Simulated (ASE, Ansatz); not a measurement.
**What do other settings change for random fcc alloy of Ir and Pd (108 atoms)?**

The cell holds 108 atoms: 68 Pd and 40 Ir. Cell: a = 11.613 Å, b = 11.613 Å, c = 11.613 Å, α = 90.0°, β = 90.0°, γ = 90.0°. It derives from Ir (fcc) and Pd, repeated 3×3×3. Fcc Ir, 3 x 3 x 3 conventional cells, 68 of 108 Ir sites given to Pd at random (x = 0.630), lattice by Vegard's rule (a = 3.871 Å); not relaxed, displaced by a Gaussian of 0.02 Å.

Geometry: as built.

Reference run: Kohn-Sham DFT, PBE, PAW (set soft_2), plane waves (Ansatz 0.2.0), cutoff 420 eV, k-mesh 2×2×2, cold smearing of 0.15 eV.

```
r.m.s. force component                           : 0.4234 eV/Å
pressure                                         : 6.486 GPa
spacing of highest filled and lowest empty level : 0.0014 eV
SCF cycles                                       : 9
time                                             : 6 s on 1 × NVIDIA GB200 with 32 threads of Arm Neoverse V2, shared host
```

Q: Estimate how much each variant changes the results, and its time and memory.
- support functions low
- support functions medium
- support functions high
- support functions medium, radius 4.12 Å
- support functions medium, radius 4.49 Å
- support functions medium, radius 5.06 Å

Differences are against the plane-wave reference (Kohn-Sham DFT, PBE, PAW (set soft_2), plane waves), whose r.m.s. force component is 0.423 eV/Å. Energies are set beside the reference only for runs with its functional, potentials and electron count. Times are for 1 × NVIDIA GB200 with 32 threads of Arm Neoverse V2, shared host. The reference's time includes the DOS, the stress and grids, which some other runs skip.

| run | Δ force, r.m.s. (meV/Å) | share of r.m.s. force (%) | Δ energy (meV/atom) | cycles | time | host memory (GiB) | planned on the GPU (GiB) |
| --- | --- | --- | --- | --- | --- | --- | --- |
| reference | - | - | - | 9 | 6 s | 6.1 | 61 |
| support functions low | 1.36 | 0.322 | -3.32 | 20 | 17 s | 1.6 | 6.1 |
| support functions medium | 1.35 | 0.318 | -3.32 | 21 | 18 s | 1.7 | 6.1 |
| support functions high ¶ | 0.687 | 0.162 | -3.23 | 45 | 43 s | 1.7 | 12 |
| support functions medium, radius 4.12 Å | 1.24 | 0.294 | -3.32 | 19 | 18 s | 1.6 | 7.4 |
| support functions medium, radius 4.49 Å | 0.845 | 0.200 | -3.37 | 11 | 16 s | 1.7 | 9.3 |
| support functions medium, radius 5.06 Å | 0.744 | 0.176 | -3.38 | 11 | 17 s | 1.7 | 11 |

¶ The program warns that the support functions of this run were not fully converged.

Among numerical settings the force difference runs from 0.69 meV/Å (support functions high) to 1.4 meV/Å (support functions low). At 108 atoms the fastest of the runs at a preset level, support functions low, takes roughly 2.8 times the time of plane waves (whose run also made extra analyses, so the like-for-like ratio is larger), in 20 SCF cycles against 9. Differences between support functions and plane waves include what basis error the plane-wave run still has. As the radius goes from 3.75 to 5.06 Å, the force difference goes from 1.3 to 0.74 meV/Å, while the time lies between 16 s and 18 s. 

[Logs are printed without paths, hosts, clocks, repeated set-up lines and the standing remarks that a program may print on its own settings, such as how far it seeks lower states.]

[Hosts, paths, dates, database ids (printed as entryN), source tags and the programs' standing remarks are cut or masked in the printed files.]
